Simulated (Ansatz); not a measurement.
# How CdS (Hawleyite, F-43m) expands on warming, part 2 of 2

Aim: the lattice, expansion, heat capacity and bulk modulus of CdS (Hawleyite) as it warms.

Ansatz 0.2.0; DFT RPBE, scalar-relativistic, plane waves, PAW.

So far. Step 2 (A first coarse run): The start is under 5.1 GPa at this level and looks like an insulator or semiconductor on this mesh. Step 5 (Tight relaxation): The residual pressure is -0.0096 GPa, small enough for phonons. The relaxed cell has a = 6.008 Å (conventional setting).

## 6. The quasi-harmonic study

The study relaxes the crystal at several strains, solves the phonons on some of them and minimises the free energy at each temperature (static energy, vibrations, the electrons in a metal, and PV under a set pressure); the q-mesh sets how far the force constants reach.

input.yaml reads:

```yaml
crystal:
  lattice:
    - [0.0, 3.0039141982, 3.0039141982]
    - [3.0039141982, 0.0, 3.0039141982]
    - [3.0039141982, 3.0039141982, 0.0]
  atoms:
    - { symbol: Cd, position: [0.0, 0.0, 0.0] }
    - { symbol: S, position: [0.25, 0.25, 0.25] }
kpoints:
  mp_grid: { grid: [8, 8, 8] }
hamiltonian:
  xc: rpbe
scf:
  occupations: { method: fixed }
output:
  eigenvalues: true
phonons:
  method: dfpt
  qmesh: [4, 4, 4]
  temperatures: { t_max: 800.0, t_step: 50 }
  thermal_expansion: {}
```

On the command line:

```console
ansatz run input.yaml --threads 4 --pin off --max-ram 8192MiB --backend cpu --events-out ev --progress --plain --runs-dir out
```

Numbers of over 12 decimals in the logs are rounded to 6 here.

Output:

```text
Warning: phonons: the dynamical matrix that this run interpolates holds no multipole term above the dipole-dipole one, and a site of this crystal is no centre of inversion, so its interpolated transverse optical and acoustic branches and sound speeds can stay off near Gamma, and the density of states and the thermodynamics with them. What a run solves at a wave vector of phonons.qpoints, Gamma apart, where the deck admits one, is free of this, and under fd what a larger phonons.supercell samples
[...]
Crystal: 2 atoms, lattice volume = 54.212 Å³
Basis set: ecut = 487.2 eV, 1363 PW (Γ), exchange–correlation on 64×64×64 points (8 copies of the dense FFT grid, shifted against one another)
Bands: 17, of which v1, the nominal top of the filled ones, is band 13 counted from 1 (12 counted from 0)
Symmetry: 24 space group operations
[...]
k-points: 29 of 512 (time reversal used)
[...]
SCF iter   1: F=—  HF=-9169.603087 eV  |F-HF|=—  |Δ(HF+E_count)|=         —  Δρ=3.37e-3  dr2=5.46e-3  ethr=1.77e-3  ⟨swp⟩=4.9  Hψ=2130  notcnv=0  defer=53
[...]
SCF iter   9: F=-9169.602859 eV  HF=-9169.602859 eV  |F-HF|=0.00e0  |Δ(HF+E_count)|=    0.00e0  Δρ=1.19e-8  dr2=5.73e-14  ethr=1.00e-12  ⟨swp⟩=6.8  Hψ=2527  notcnv=0
SCF 1 converged in 9 iterations: F = -9169.602859 eV  dr2 = 5.73e-14
[...]
relax step   1: F+E_penalty+E_count = -9169.60285901 eV  Δ(F+E_penalty+E_count) = +0.000e0 eV  max|allowed force component| = 1.712e-16 eV/Å  Δτ_max = 0.0000 Å  (9 SCF iters, accepted)
SCF converged after 9 iterations
Free energy (F): -9169.602859 eV
[...]
Internal energy: -9169.602859 eV  (E = F + TS)
E sigma→0 (E₀):  -9169.602859 eV
Fermi energy:    5.848836 eV
[...]
--- Stress (GPa, compression-positive) ---
       -0.011591       0.000000      -0.000000
        0.000000      -0.011591       0.000000
       -0.000000       0.000000      -0.011591
  P = ⅓ Tr σ = -0.0116 GPa (-0.116 kbar)
--- Band table (eV; the first three rows and the last of 29) ---
  k-point 0: bands = [... 9 lower, -1.2410, 5.8488, 5.8488, 5.8488, 6.9841, 12.4685, 12.4685, 12.4685]
  k-point 1: bands = [... 9 lower, -1.2415, 4.9234, 5.7483, 5.7483, 7.7723, 12.2146, 12.6435, 12.6435]
  k-point 2: bands = [... 9 lower, -1.2371, 3.6137, 5.5201, 5.5201, 8.5676, 12.1774, 12.9240, 12.9240]
  k-point 28: bands = [... 9 lower, -0.7407, 2.3988, 3.9926, 3.9971, 10.9519, 11.4624, 13.0325, 14.0939]
── thermal expansion: 3 new cells, 3 in all ──
thermal expansion: relaxation of cell 2
thermal expansion: relaxation of cell 3
── thermal expansion: 2 new cells, 5 in all ──
thermal expansion: relaxation of cell 4
thermal expansion: lower-state search of cell 4
thermal expansion: phonons of cell 4
thermal expansion: relaxation of cell 5
thermal expansion: phonons of cell 5
── thermal expansion: 5 new cells, 10 in all ──
thermal expansion: relaxation of cell 6
thermal expansion: relaxation of cell 7
thermal expansion: relaxation of cell 8
thermal expansion: relaxation of cell 9
thermal expansion: relaxation of cell 10
thermal expansion: phonons of cell 6
thermal expansion: phonons of cell 7
--- Relaxed structure (1 steps of the walk, 1 accepted, 0 SCFs on fresh bases) ---
  F+E_penalty+E_count = -9169.60285901 eV   max|allowed force component| = 1.712e-16 eV/Å
  atoms:
    - { symbol: Cd, position: [0.0, 0.0, 0.0] }
    - { symbol: S, position: [0.25, 0.25, 0.25] }
--- Thermal expansion: 10 cells in 3 rounds, 0 GPa ---
  no lower state was reached at cell 4
  without vibrations: a 4.24783, b 4.24783, c 4.24783 Å, V 54.1982 Å³, B 47.01 GPa
  at 0 K: a 4.25482, b 4.25482, c 4.25482 Å, V 54.4664 Å³, B 46.18 GPa
  zero-point expansion: a +0.165, b +0.165, c +0.165, V +0.495 %
      T/K        a/Å        b/Å        c/Å       V/Å³ | expansion of a, b, c, V (1e-6/K)   | that of V in the mean from 25 °C | C_P, C_V (J/mol K of the cell) | B_T, B_S (GPa)
     0.00    4.25482    4.25482    4.25482    54.4664 |    0.00    0.00    0.00    0.00 |   15.49 |     0.000     0.000 |    46.18    46.18
   100.00    4.25514    4.25514    4.25514    54.4786 |    3.84    3.84    3.84   11.53 |   22.19 |    32.602    32.582 |    45.62    45.65
   200.00    4.25779    4.25779    4.25779    54.5804 |    7.82    7.82    7.82   23.47 |   25.84 |    44.034    43.873 |    44.51    44.68
   298.15    4.26139    4.26139    4.26139    54.7192 |    9.25    9.25    9.25   27.76 |       - |    47.328    46.999 |    43.35    43.65
   350.00    4.26349    4.26349    4.26349    54.8001 |    9.73    9.73    9.73   29.20 |   28.53 |    48.186    47.765 |    42.73    43.10
   450.00    4.26781    4.26781    4.26781    54.9666 |   10.47   10.47   10.47   31.40 |   29.78 |    49.201    48.591 |    41.52    42.04
   550.00    4.27241    4.27241    4.27241    55.1448 |   11.10   11.10   11.10   33.30 |   30.88 |    49.836    49.019 |    40.30    40.97
   650.00    4.27729    4.27729    4.27729    55.3338 |   11.71   11.71   11.71   35.14 |   31.92 |    50.313    49.268 |    39.07    39.90
   750.00    4.28243    4.28243    4.28243    55.5338 |   12.34   12.34   12.34   37.01 |   32.95 |    50.725    49.425 |    37.84    38.84
   800.00    4.28511    4.28511    4.28511    55.6380 |   12.66   12.66   12.66   37.97 |   33.46 |    50.921    49.482 |    37.23    38.31
  the static fit leaves 0.001 meV an atom of the energies and, of the stresses, 0.000 GPa of each cell's largest along a strain (root mean squares over the cells), whose Pulay part it has at -0.017 GPa
  vibrations' free energy: its fit passes through its cells
  the electrons' free energy at temperature is not in it: every band gap is over 0.83 eV
  free energies summed between the sampled wave vectors
  estimated error of the fitted expansion in any direction: up to 0.083e-6/K, at 800 K, with few degrees of freedom (an estimate, not a bound: it was exceeded on models of known expansion)
  by sums over the sampled wave vectors an expansion of the volume parts by up to 0.88e-6/K
  by a static energy of one degree less an expansion of the volume parts by up to 0.03e-6/K
  band gaps on the cells' k-points are 1.021 to 1.203 eV
```

Elapsed: 9.6 min, on 4 threads of Intel Xeon Platinum 8375C at 2.90GHz (Ice Lake), shared host; peak memory 1.5 GiB; 36 min of CPU time.

This step gave:

```
pressure                                         : -0.01159 GPa
volume expansion coefficient at 298 K            : 27.76 1e-6/K
C_P at 298 K                                     : 23.66 J/mol-atom/K
entropy at 298 K                                 : 38.00 J/mol-atom/K
isothermal bulk modulus at 298 K                 : 43.35 GPa
Grüneisen parameter at 298 K                     : 0.8438
volume at 298 K                                  : 27.36 Å³/atom
principal linear expansion coefficients at 298 K : 9.254, 9.254, 9.254 1e-6/K
```

Strained cells of the study; zero-point energy where phonons were solved; the pressures are stresses at a fixed cutoff and can carry an offset from the finite basis. Expansion cells, by row:

```
cell  |a| (Å)  |b| (Å)  |c| (Å)  V (Å³/atom)  E - E_lowest (meV/atom)  pressure, compression positive (GPa)  gap (eV)  zero-point energy (meV/atom)
   1    4.248    4.248    4.248        27.11                        0                                -0.029     1.135                             -
   2    4.282    4.282    4.282        27.76                    2.272                                -1.091      1.08                             -
   3    4.214    4.214    4.214        26.47                    2.271                                 1.156     1.189                             -
   4    4.248    4.248    4.248        27.11                        0                                -0.029     1.135                         29.32
   5    4.269    4.269    4.269        27.51                    0.905                                -0.707     1.101                         28.74
   6    4.279    4.279    4.279        27.71                    1.928                                 -1.01     1.085                         28.47
   7    4.295    4.295    4.295        28.01                    4.264                                -1.463     1.059                         28.04
   8    4.206    4.206    4.206        26.31                    3.593                                 1.476     1.203                             -
   9    4.227    4.227    4.227         26.7                    0.874                                 0.698     1.169                             -
  10    4.319    4.319    4.319        28.48                    9.412                                -2.101     1.021                             -
```

Quasi-harmonic; a, b, c are the run's own cell vectors. Expansion, by row:

```
T (K)  a (Å)  b (Å)  c (Å)  alpha (deg)  beta (deg)  gamma (deg)  cell volume (Å³/cell)  alpha_a (1e-6/K)  alpha_b (1e-6/K)  alpha_c (1e-6/K)  alpha_V (1e-6/K)  C_P (J/mol-atom/K)  C_V (J/mol-atom/K)  S (J/mol-atom/K)  B_T (GPa)  B_S (GPa)  Grueneisen  extrapolation  fit error (1e-6/K)
    0  4.255  4.255  4.255           60          60           60                  54.47                 0                 0                 0                 0                   0                   0                 0      46.18      46.18           -              0                   0
   50  4.255  4.255  4.255           60          60           60                  54.46             -0.02             -0.02             -0.02             -0.05               9.303               9.303             6.582      46.04      46.04      -0.004              0                   0
  100  4.255  4.255  4.255           60          60           60                  54.48              3.84              3.84              3.84             11.53                16.3               16.29             15.35      45.62      45.65        0.53              0                   0
  150  4.256  4.256  4.256           60          60           60                  54.52              6.42              6.42              6.42             19.25               20.11               20.07             22.77      45.09      45.18        0.71              0                0.01
  200  4.258  4.258  4.258           60          60           60                  54.58              7.82              7.82              7.82             23.47               22.02               21.94             28.85      44.51      44.68       0.783              0                0.01
  250   4.26   4.26   4.26           60          60           60                  54.65              8.68              8.68              8.68             26.04               23.06               22.93             33.88      43.92      44.16       0.821              0                0.02
298.1  4.261  4.261  4.261           60          60           60                  54.72              9.25              9.25              9.25             27.76               23.66                23.5                38      43.35      43.65       0.844              0                0.02
  300  4.261  4.261  4.261           60          60           60                  54.72              9.27              9.27              9.27             27.82               23.68               23.52             38.15      43.33      43.63       0.845              0                0.02
  350  4.263  4.263  4.263           60          60           60                   54.8              9.73              9.73              9.73              29.2               24.09               23.88             41.83      42.73       43.1       0.862              0                0.02
  400  4.266  4.266  4.266           60          60           60                  54.88             10.12             10.12             10.12             30.36               24.38               24.13             45.07      42.12      42.57       0.876              0                0.03
  450  4.268  4.268  4.268           60          60           60                  54.97             10.47             10.47             10.47              31.4                24.6                24.3             47.95      41.52      42.04       0.888              0                0.02
  500   4.27   4.27   4.27           60          60           60                  55.05             10.79             10.79             10.79             32.37               24.77               24.42             50.55      40.91      41.51       0.899              0                0.02
  550  4.272  4.272  4.272           60          60           60                  55.14              11.1              11.1              11.1              33.3               24.92               24.51             52.92       40.3      40.97       0.909              0                0.02
  600  4.275  4.275  4.275           60          60           60                  55.24             11.41             11.41             11.41             34.22               25.04               24.58              55.1      39.69      40.44       0.919              0                0.01
  650  4.277  4.277  4.277           60          60           60                  55.33             11.71             11.71             11.71             35.14               25.16               24.63              57.1      39.07       39.9       0.929              0                0.02
  700   4.28   4.28   4.28           60          60           60                  55.43             12.02             12.02             12.02             36.06               25.26               24.68             58.97      38.46      39.37       0.938              0                0.03
  750  4.282  4.282  4.282           60          60           60                  55.53             12.34             12.34             12.34             37.01               25.36               24.71             60.72      37.84      38.84       0.948              0                0.05
  800  4.285  4.285  4.285           60          60           60                  55.64             12.66             12.66             12.66             37.97               25.46               24.74             62.36      37.23      38.31       0.957              0                0.08
```

Table of expansion coefficient by temperature; values in 1e-6/K:

```
temperature (K)  volume  principal 1
              0       0            0
             50   -0.05        -0.02
            100    11.5         3.84
            150    19.2         6.42
            200    23.5         7.82
            250    26.0         8.68
            298    27.8         9.25
            300    27.8         9.27
            350    29.2         9.73
            400    30.4         10.1
            450    31.4         10.5
            500    32.4         10.8
            550    33.3         11.1
            600    34.2         11.4
            650    35.1         11.7
            700    36.1         12.0
            750    37.0         12.3
            800    38.0         12.7
```

At 298 K the volume expansion is 27.8 × 10⁻⁶/K and B_T is 43.4 GPa. The program raised the cutoff to 487.2 eV by itself: with no cutoff typed, the study takes about 1.16 times the default for its relaxations and scales it with the volume for the phonons.

## 7. Results

```json
{
 "settings of these figures": "RPBE, 487.2 eV, k 8×8×8, q 4×4×4",
 "volume expansion coefficient at 298 K": "27.76 1e-6/K",
 "C_P at 298 K": "23.66 J/mol-atom/K",
 "entropy at 298 K": "38.00 J/mol-atom/K",
 "isothermal bulk modulus at 298 K": "43.35 GPa",
 "Grüneisen parameter at 298 K": "0.8438",
 "volume at 298 K": "27.36 Å³/atom",
 "principal linear expansion coefficients at 298 K": "9.254, 9.254, 9.254 1e-6/K"
}
```

What this shows: Near room temperature CdS (Hawleyite) expands by 27.8 × 10⁻⁶/K in volume by RPBE, with C_P = 23.7 J/(mol K) per mole of atoms and B_T = 43.4 GPa. C_P at room temperature is 95 % of the classical 3R an atom. The interpolation has no quadrupole term, so branches near the zone centre are less sure, since this crystal has sites that are not centres of inversion. The PAW files were made for PBE and are used here under another functional, for which the program regenerates the frozen cores. The cell of these runs is 9 % larger in volume than the database cell; frequencies and all that rests on them shift with it.

[Logs are printed without paths, hosts, clocks, repeated set-up lines and the standing remarks that a program may print on its own settings, such as how far it seeks lower states.]

[Hosts, paths, dates, database ids (printed as entryN), source tags and the programs' standing remarks are cut or masked in the printed files.]

[A step with changed settings may run another functional than the one named; its input shows which.]
